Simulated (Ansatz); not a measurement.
# Trilayer T-SnS2 in a field along the normal: induced dipole (PBEsol)

A gate puts a field across trilayer T-SnS2. How large is the induced dipole, and what happens to the gap?

All values are computed: Ansatz 0.2.0, PBEsol, plane waves, no spin–orbit coupling; sawtooth field with a dipole correction, atoms held at their zero-field places, cell area 11.47 Å². The field is the one in the vacuum. Energy changes count from the zero-field run.

```
field (V/Å)  dipole (e·Å)  energy change (meV)  gap on the path (eV)
       0.05         0.046                 -1.2                  1.27
        0.1         0.093                 -4.6                  1.25
        0.2         0.185                -18.5                  1.19
        0.3             ?                    ?                     ?
        0.4         0.371                -74.2                  1.04
```

**Fit.** A least-squares line through the shown values, as rounded, is dipole = 0.000 + 0.928 × field (V/Å); it misses them by 0.001 e·Å at most. The fit misses the rows by 0.000 e·Å on average, and their plain mean by 0.104 e·Å, so the fit does better. The slope is the electronic polarisability of the cell, α = 0.928 e·Å²/V. It also sets the energy, −αF²/2 for a sheet without a dipole of its own: -74.2 meV at 0.4 V/Å. From the weakest to the strongest field the gap on the path changes by -0.23 eV, since the field shifts the levels of one sheet against the other.

**The withheld row.** The prediction is 0.000 + 0.928 × (0.3) = 0.278 e·Å. The run gave dipole 0.278 e·Å, energy change -41.7 meV, gap on the path 1.12 eV. The miss in dipole is +0.000 e·Å, within the scatter of the fitted rows. The mean of the shown rows would have missed by +0.104 e·Å.

Ions don't move, so the lattice part of the screening is missing; semilocal functionals overestimate polarisabilities somewhat.

[Logs are printed without paths, hosts, clocks, repeated set-up lines and the standing remarks that a program may print on its own settings, such as how far it seeks lower states.]
